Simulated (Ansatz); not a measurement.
Si2MoN4 (MoSi2N4-type monolayer), computed twice by G0W0.

The cell holds 7 atoms: 1 Mo, 4 N and 2 Si. Cell: a = 2.890 Å, b = 2.890 Å, c = 37.100 Å, α = 90.0°, β = 90.0°, γ = 120.0°. Vacuum lies along c.

```xyz
7
Lattice="2.8899 0.0000 0.0000 -1.4449 2.5027 0.0000 0.0000 0.0000 37.1000" Properties=species:S:1:pos:R:3
Mo    0.0000    0.0000   18.5500
N     0.0000    1.6685   19.7854
N     0.0000    1.6685   17.3146
Si    0.0000    1.6685   21.5255
Si    0.0000    1.6685   15.5745
N     1.4449    0.8342   22.0341
N     1.4449    0.8342   15.0659
```

The structure was relaxed with PBEsol. The runs that relaxed it are not among those shown. PAW set soft_2, made with PBE.

The first (Ansatz 0.2.0; start PBEsol, 6×6×1 mesh, 326 empty bands, screening to 66 eV; 1 × NVIDIA H100 80GB HBM3 (shared by 6 runs) with 3 threads of AMD EPYC 7R13 (Zen 3), shared host) gave, on its mesh: starting gap 1.73 eV, G0W0 gap 2.62 eV, mean of 1 + 4πα/V (set by the cell height) 2.54, 14 s.

**Question.** The second changes mesh from 6×6×1 to 12×12×1. What does it give?

It gave: starting gap 1.73 eV, G0W0 gap 2.64 eV, mean of 1 + 4πα/V (set by the cell height) 2.49, 2.2 min. The G0W0 gap moves by +0.02 eV, +0.0005 eV from the start and +0.02 eV from the correction. Σc changes by −0.03 eV at the valence top and +0.14 eV at the conduction bottom, and Σx − Vxc between them by −0.15 eV.

Limits: not at the basis limit; coarse mesh for a sheet; no spin-orbit coupling.

[Paths, hosts, dates, memory and timing lines, banners, echoed tables and standing remarks are left out of the program output.]

[Logs are printed without paths, hosts, clocks, repeated set-up lines and the standing remarks that a program may print on its own settings, such as how far it seeks lower states.]

[Runs of the session that timed out or met a known fault of the program may be left out.]

[Cells called generated may have been cut or substituted from an entry of the Crystallography Open Database or the Materials Project.]

[Hosts, paths, dates, database ids (printed as entryN), source tags and the programs' standing remarks are cut or masked in the printed files.]
